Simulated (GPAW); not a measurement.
# Geometry or basis: what sets the conductance of CN in line between two Ga chains, part 2 of 2

How well does CN in line between two Ga chains conduct once its atoms have relaxed, and how much do cheaper levels lose?

GPAW 26.7.0; GPAW LCAO, PAW setups; relaxation of the junction within the symmetry of its start, lead ends held (the session's first sound run).

So far, transmission at the Fermi level (one spin): step 3 (double-zeta polarised basis) 1.93; step 4 (basis szp(dzp)) 1.92; step 5 (basis sz(dzp)) 1.93.

## Step 6: LDA in the dzp basis: xc = "LDA"

Level of this step: GPAW LCAO, PAW setups; Landauer transmission from Green's functions with principal layers (ASE), zero bias (GPAW).

Back in the dzp basis, the functional changes from PBE to LDA, to set the spread between functionals beside that between bases.

Input file run.py:

```python
import json
import numpy as np
from ase import Atoms
from ase.transport.calculators import TransportCalculator
from gpaw import GPAW, FermiDirac
from gpaw.lcao.tools import get_lcao_hamiltonian
from scipy.linalg import eigh

# The junction with lead layers at both ends, along the third cell vector
device = Atoms(
    ['Ga', 'Ga', 'Ga', 'Ga', 'Ga', 'Ga', 'C', 'N', 'Ga', 'Ga', 'Ga', 'Ga', 'Ga', 'Ga'],
    positions=[
        [4.50000, 4.50000, 1.27500],
        [4.50000, 4.50000, 3.82500],
        [4.50000, 4.50000, 6.37500],
        [4.50000, 4.50000, 8.92500],
        [4.50000, 4.50000, 11.47500],
        [4.50000, 4.50000, 13.80716],
        [4.50000, 4.50000, 15.74844],
        [4.50000, 4.50000, 16.95145],
        [4.50000, 4.50000, 18.93233],
        [4.50000, 4.50000, 21.42770],
        [4.50000, 4.50000, 23.97770],
        [4.50000, 4.50000, 26.52770],
        [4.50000, 4.50000, 29.07770],
        [4.50000, 4.50000, 31.62770]],
    cell=[[9.0, 0.0, 0.0], [0.0, 9.0, 0.0], [0.0, 0.0, 32.9027]],
    pbc=True)

# One principal layer of the lead: the first 3 atoms of the device
lead = Atoms(
    ['Ga', 'Ga', 'Ga'],
    positions=[
        [4.50000, 4.50000, 1.27500],
        [4.50000, 4.50000, 3.82500],
        [4.50000, 4.50000, 6.37500]],
    cell=[[9.0, 0.0, 0.0], [0.0, 9.0, 0.0], [0.0, 0.0, 7.65]],
    pbc=True)

settings = dict(mode='lcao', basis='dzp', xc='LDA', h=0.18,
                occupations=FermiDirac(0.1), maxiter=250,
                mixer=dict(beta=0.1, nmaxold=8, weight=100.0),
                convergence=dict(density=0.0001))
energies = np.arange(-2, 2 + 1e-9, 0.025)
eta = 0.0001
n1, n2 = 1, 1
# k and -k transmit alike, so half of the mesh across the current serves
mesh = [(i, j) for i in range(n1) for j in range(n2) if (i, j) <= (-i % n1, -j % n2)]
weights = np.array([1 if (i, j) == (-i % n1, -j % n2) else 2 for i, j in mesh]) / (n1 * n2)

# [... helper functions left out ...]
fermi_lead = ground_state(lead, (1, 1, 15), 'lead.txt')
fermi_device = ground_state(device, (1, 1, 3), 'device.txt')
# [... loop over the mesh left out, but for ...]
        # Shift the lead onto the potential of the device's first layer
        shift = ((H[:, 0, 0] - H0[:, 0, 0]) / S0[0, 0]).real.mean()
# [...]
kT = 8.617333e-5 * 300
bias = [0.1, 0.2, 0.5, 1.0, 1.5, 2.0]
# [... integrals and printing left out ...]
```

Run with:

```console
> OMP_NUM_THREADS=1 OPENBLAS_NUM_THREADS=1 python run.py
```

Log:

```text
basis functions: device 182, principal layer 39
Fermi level: lead -3.0783 eV, device -3.0869 eV; lead shifted by 0.0293 eV
largest coupling past the next layer 5.91e-05 eV, largest misfit of the first layer 0.046 eV
  E-E_F (eV)   T (one spin)  channels
    -2.000    5.7818e-02    1.0000
    -1.975    5.8441e-02    1.0000
    -1.950    5.9123e-02    1.0000
[...]
1.975    1.9457e+00    3.0000
     2.000    1.9486e+00    3.0000
conductance at 300 K: 1.9256 G0 a cell; thermopower 0.7618 uV/K
current from the zero-bias T(E) at 0.1 V: 14.897 uA
current from the zero-bias T(E) at 0.2 V: 29.638 uA
current from the zero-bias T(E) at 0.5 V: 65.894 uA
current from the zero-bias T(E) at 1.0 V: 99.276 uA
current from the zero-bias T(E) at 1.5 V: 130.55 uA
current from the zero-bias T(E) at 2.0 V: 161.98 uA
```

Run time: 2.2 min. Hardware: 1 thread of Arm Neoverse V1, shared host; peak memory 1.6 GiB.

Numbers from this step:

| Quantity | Value |
| --- | --- |
| conductance | 1.926 G₀ |
| largest coupling past the next principal layer | 5.91e-5 eV |
| largest misfit of the first principal layer | 0.04554 eV |
| shift that aligns the lead | 0.02930 eV |
| basis functions of the junction | 182 |
| basis functions of a principal layer | 39 |
| transmission at the Fermi level (one spin) | 1.933 |

One spin. Transmission, zone mean against energy, zero at the Fermi level:

energy (eV), transmission, zone mean and a bar:
```
   -2.000       0.06 #
   -1.900       0.06 #
   -1.800       0.07 #
   -1.700       0.07 #
   -1.600       0.08 #
   -1.500       0.00 
   -1.400       0.00 
   -1.300       0.03 
   -1.200       0.04 #
   -1.100       0.04 #
   -1.000       0.04 #
   -0.900       0.05 #
   -0.800       0.05 #
   -0.700       0.05 #
   -0.600       0.05 #
   -0.500       0.05 #
   -0.400       0.06 #
   -0.300       0.06 #
   -0.200       1.88 #############################
   -0.100       1.93 ##############################
   -0.050       1.94 ##############################
    0.000       1.93 ##############################
    0.100       1.88 #############################
    0.200       1.77 ###########################
    0.300       1.67 ##########################
    0.400       1.61 #########################
    0.500       1.58 ########################
    0.600       1.56 ########################
    0.700       1.55 ########################
    0.800       1.56 ########################
    0.900       1.58 ########################
    1.000       1.61 #########################
    1.100       1.65 #########################
    1.200       1.70 ##########################
    1.300       1.76 ###########################
    1.400       1.80 ############################
    1.500       1.85 ############################
    1.600       1.88 #############################
    1.700       1.90 #############################
    1.800       1.92 ##############################
    1.900       1.94 ##############################
    2.000       1.95 ##############################
```

The conductance, 1.93 G₀, lies 0.5 % above that of the dzp run.

## Step 7: The structure as built: geometry = "as built"

The dzp basis with PBE on the structure as first built shows what the relaxation was worth.

Changes to run.py since step 6:

```diff
@@ -17,6 +17,6 @@
         [4.50000, 4.50000, 11.47500],
-        [4.50000, 4.50000, 13.80716],
-        [4.50000, 4.50000, 15.74844],
-        [4.50000, 4.50000, 16.95145],
-        [4.50000, 4.50000, 18.93233],
+        [4.50000, 4.50000, 14.02500],
+        [4.50000, 4.50000, 15.87340],
+        [4.50000, 4.50000, 17.05340],
+        [4.50000, 4.50000, 18.87770],
         [4.50000, 4.50000, 21.42770],
@@ -39,3 +39,3 @@
 
-settings = dict(mode='lcao', basis='dzp', xc='LDA', h=0.18,
+settings = dict(mode='lcao', basis='dzp', xc='PBE', h=0.18,
                 occupations=FermiDirac(0.1), maxiter=250,
```

Log:

```text
basis functions: device 182, principal layer 39
Fermi level: lead -2.8498 eV, device -2.8216 eV; lead shifted by 0.0262 eV
largest coupling past the next layer 6.03e-05 eV, largest misfit of the first layer 0.018 eV
  E-E_F (eV)   T (one spin)  [channel counts left out]
    -2.000    5.7082e-02
    -1.975    5.7270e-02
    -1.950    5.7473e-02
[...]
1.975    1.8486e+00
     2.000    1.8479e+00
conductance at 300 K: 2.004 G0 a cell; thermopower 0.02797 uV/K
current from the zero-bias T(E) at 0.1 V: 15.531 uA
current from the zero-bias T(E) at 0.2 V: 31.062 uA
current from the zero-bias T(E) at 0.5 V: 72.283 uA
current from the zero-bias T(E) at 1.0 V: 112.35 uA
current from the zero-bias T(E) at 1.5 V: 150.11 uA
current from the zero-bias T(E) at 2.0 V: 187.4 uA
```

Run time: 2.4 min. Hardware: 1 thread; peak memory 1.6 GiB.

Numbers from this step:

```
conductance                                    : 2.004 G₀
largest coupling past the next principal layer : 6.03e-5 eV
largest misfit of the first principal layer    : 0.01807 eV
shift that aligns the lead                     : 0.02623 eV
transmission at the Fermi level (one spin)     : 2.002
```

The conductance, 2.00 G₀, lies 4.5 % above that of the dzp run.

## Step 8: All levels side by side

Times are for 1 thread of Arm Neoverse V1, shared host. The series side by side:

```csv
no.,run,conductance (G₀),time,memory (GiB)
1,dzp,1.917,2.3 min,1.6
2,szp,1.911,2.2 min,1.6
3,sz,1.920,88 s,1.5
4,dzp LDA,1.926,2.2 min,1.6
5,asbuilt,2.004,2.4 min,1.6
```

## Step 9: Comparison

The curves are compared point by point over the common energies.

This step: comparison of transmission and cost over codes, levels and geometry (GPAW 26.7.0).

Ladder, by row:

```csv
step,code,T at the Fermi level (sum over the listed spins),conductance (G0),r.m.s. T(E) from the first,wall time (s),peak memory (GiB),threads
dzp,GPAW,1.925,1.917,0,137.3,1.63,1
szp,GPAW,1.92,1.911,0.1046,129.1,1.6,1
sz,GPAW,1.929,1.92,0.1225,88.36,1.46,1
dzp-LDA,GPAW,1.933,1.926,0.09125,134.3,1.63,1
asbuilt,GPAW,2.002,2.004,0.1783,144.5,1.63,1
```

Transmission, zone mean, sum over the listed spins against energy, zero at the Fermi level:

```csv
energy (eV),dzp,szp,sz,dzp-LDA,asbuilt
-2.0000,0.0561,0.0641,0.0623,0.0578,0.0571
-1.7500,0.0602,0.0849,0.0876,0.0685,0.0601
-1.5000,0.0895,1.9e-7,5.5e-8,3.0e-5,0.0877
-1.2500,0.0475,0.0255,0.0297,0.0318,0.0434
-1.0000,0.0551,0.0402,0.0408,0.0440,0.0490
-0.7500,0.0591,0.0476,0.0473,0.0501,0.0508
-0.5000,0.0627,0.0533,0.0526,0.0550,0.0519
-0.2500,0.0662,0.0583,0.0574,0.0595,0.0528
-0.0500,1.93,1.93,1.94,1.94,2.01
0.0000,1.93,1.92,1.93,1.93,2.00
0.2500,1.68,1.68,1.69,1.71,1.99
0.5000,1.53,1.56,1.60,1.58,1.92
0.7500,1.51,1.57,1.62,1.55,1.88
1.0000,1.57,1.66,1.71,1.61,1.87
1.2500,1.70,1.80,1.85,1.73,1.86
1.5000,1.82,1.91,1.95,1.85,1.85
1.7500,1.90,1.97,2.00,1.91,1.85
2.0000,1.94,1.99,2.01,1.95,1.85
```

## Step 10: Smearing 0.025, SCF mesh 1×1×1

Smearing helps the SCF of a metal converge, but it blurs occupations at band edges near the Fermi level. The SCF mesh sets the Fermi level of the repeated cell.

This step: GPAW LCAO, PAW setups; Landauer transmission from Green's functions with principal layers (ASE), zero bias (GPAW 26.7.0).

Changes to run.py since step 7:

```diff
@@ -17,6 +17,6 @@
         [4.50000, 4.50000, 11.47500],
-        [4.50000, 4.50000, 14.02500],
-        [4.50000, 4.50000, 15.87340],
-        [4.50000, 4.50000, 17.05340],
-        [4.50000, 4.50000, 18.87770],
+        [4.50000, 4.50000, 13.80716],
+        [4.50000, 4.50000, 15.74844],
+        [4.50000, 4.50000, 16.95145],
+        [4.50000, 4.50000, 18.93233],
         [4.50000, 4.50000, 21.42770],
@@ -40,3 +40,3 @@
 settings = dict(mode='lcao', basis='dzp', xc='PBE', h=0.18,
-                occupations=FermiDirac(0.1), maxiter=250,
+                occupations=FermiDirac(0.025), maxiter=250,
                 mixer=dict(beta=0.1, nmaxold=8, weight=100.0),
@@ -52,3 +52,3 @@
 fermi_lead = ground_state(lead, (1, 1, 15), 'lead.txt')
-fermi_device = ground_state(device, (1, 1, 3), 'device.txt')
+fermi_device = ground_state(device, (1, 1, 1), 'device.txt')
 # [... loop over the mesh left out, but for ...]
```

Log:

```text
basis functions: device 182, principal layer 39
Fermi level: lead -2.8781 eV, device -2.7703 eV; lead shifted by -0.0237 eV
largest coupling past the next layer 6.05e-05 eV, largest misfit of the first layer 0.100 eV
  E-E_F (eV)   T (one spin)  [channel counts left out]
    -2.000    5.8271e-02
    -1.975    5.8593e-02
    -1.950    5.8933e-02
    -1.925    5.9295e-02
    -1.900    5.9681e-02
    -1.875    6.0097e-02
    -1.850    6.0550e-02
    -1.825    6.1046e-02
    -1.800    6.1597e-02
    -1.775    6.2215e-02
    -1.750    6.2918e-02
    -1.725    6.3732e-02
    -1.700    6.4691e-02
    -1.675    6.5847e-02
    -1.650    6.7279e-02
    -1.625    6.9111e-02
[...]
1.825    1.9118e+00
     1.850    1.9146e+00
     1.875    1.9173e+00
     1.900    1.9200e+00
     1.925    1.9228e+00
     1.950    1.9257e+00
     1.975    1.9286e+00
     2.000    1.9315e+00
conductance at 300 K: 1.9904 G0 a cell; thermopower 1.788 uV/K
current from the zero-bias T(E) at 0.1 V: 15.37 uA
current from the zero-bias T(E) at 0.2 V: 30.44 uA
current from the zero-bias T(E) at 0.5 V: 67.786 uA
current from the zero-bias T(E) at 1.0 V: 99.713 uA
current from the zero-bias T(E) at 1.5 V: 129.98 uA
current from the zero-bias T(E) at 2.0 V: 160.6 uA
```

The job ended after 1.7 min (1 thread; peak memory 1.6 GiB).

The run finished with changed settings (width = 0.025 and scf_mesh = [1, 1, 1]); it serves as a test.

The two runs compared:

```csv
quantity,this run,sound run,difference
conductance (G₀),1.9904,1.9169,0.0735
largest coupling past the next principal layer (eV),6.045e-5,6.030e-5,1.5e-7
largest misfit of the first principal layer (eV),0.099569,0.042827,0.0567
shift that aligns the lead (eV),-0.023684,0.025808,-0.0495
transmission at the Fermi level (one spin),2.0104,1.9253,0.0851
```

The shift that aligns the lead changes sign: -0.0237 eV against 0.0258 eV.

## Step 11: Results

| Property | Result |
| --- | --- |
| conductance | 1.92 G₀ |
| transmission at the Fermi level, mean of the spins | 1.93 |
| thermopower | about 0 (under 1.5 μV/K) |

**Reading.** In the dzp basis the junction conducts 1.92 G₀ at 300 K, with T = 1.93 a spin at the Fermi level; the sz basis reaches that conductance within 10 %. Relaxation moved atoms by up to 0.22 Å and took the conductance from 2.00 to 1.92 G₀, as a ratio a larger change than the step from dzp to the minimal basis. At the Fermi level the three most open eigenchannels pass 0.93, 0.93 and 0.070. Measured against the first run (dzp), the nearest curve is that of dzp-LDA (r.m.s. 0.091) and the farthest that of asbuilt (0.18). Over the compared runs wall time goes from 88 s (sz) to 144 s (asbuilt), on a shared host. The leads kept an estimated spacing and the cell its length, so the junction may be under some tension or compression. The geometry comes from the orbital basis, which tends to overbind, and kept the symmetry of the start, so a structure of lower symmetry may lie lower. The run had no spin polarisation, so a magnetic state, which chains and small molecules with open shells often have, wasn't tested. An evenly spaced straight chain is an idealisation: free chains tend to dimerise, zigzag or, where a band edge lies near the Fermi level, turn magnetic. The currents use the zero-bias T(E) throughout, which holds only while the bias is small against the distance to the nearest feature.

[Logs are printed without paths, hosts, clocks, repeated set-up lines and the standing remarks that a program may print on its own settings, such as how far it seeks lower states.]

[Hosts, paths, dates, database ids (printed as entryN), source tags and the programs' standing remarks are cut or masked in the printed files.]
